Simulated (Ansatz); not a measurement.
# Re (hcp): which axis gives way under pressure?

Cell and atoms of hcp Re are relaxed at set pressures, to see how each axis shrinks. The phase is followed to these pressures whether or not it stays the stable one.

Calculated with Ansatz 0.2.0, PBEsol, PAW files of the set soft_1, cutoff 600 eV, Fermi–Dirac smearing 0.05 eV, k-mesh 18×18×10, no spin polarisation, no spin-orbit coupling.

Reference cell, relaxed at zero pressure with PBEsol (P6_3/mmc): a = 2.7506 Å, b = 2.7506 Å, c = 4.4427 Å, α = 90.00°, β = 90.00°, γ = 120.00°.

```
atom       x       y       z
  Re  0.3333  0.6667  0.7500
  Re  0.6667  0.3333  0.2500
```

| P (GPa) | a (Å) | c (Å) | c/a |
| --- | --- | --- | --- |
| −4.00 | 2.7603 | 4.4581 | 1.6151 |
| 0.00 | 2.7506 | 4.4427 | 1.6152 |
| 5.01 | 2.7392 | 4.4245 | 1.6152 |
| 9.99 | 2.7284 | 4.4072 | 1.6153 |
| 15.00 | 2.7182 | 4.3907 | 1.6153 |
| 20.00 | 2.7085 | 4.3750 | 1.6153 |

**Question.** Give the linear compressibility of each axis at zero pressure, and the edges at 30.00 GPa, a row left out above.

Least squares with l = l0 + l1 P + l2 P² gives for a: l0 = 2.7507 Å, l1 = −2.350e−3 Å/GPa, l2 = 1.22e−5 Å/GPa², so β = −l1/l0 = 0.854 × 10⁻³ GPa⁻¹ and the withheld edge is 2.6911 Å. This extrapolates past the fitted rows. The run itself gives 2.6903 Å, so the estimate misses by 0.0008 Å, more than the largest misfit of the fitted rows (0.0001 Å).

Least squares with l = l0 + l1 P + l2 P² gives for c: l0 = 4.4428 Å, l1 = −3.741e−3 Å/GPa, l2 = 1.76e−5 Å/GPa², so β = −l1/l0 = 0.842 × 10⁻³ GPa⁻¹ and the withheld edge is 4.3464 Å. This extrapolates past the fitted rows. The run itself gives 4.3457 Å, so the estimate misses by 0.0007 Å, more than the largest misfit of the fitted rows (0.0001 Å).

The compressibilities add to the volume compressibility, 2β_a + β_c = 2.551 × 10⁻³ GPa⁻¹, or B0 ≈ 392 GPa; a parabola over so wide a range errs a few per cent to the stiff side. The axes shrink nearly alike.

[Logs are printed without paths, hosts, clocks, repeated set-up lines and the standing remarks that a program may print on its own settings, such as how far it seeks lower states.]
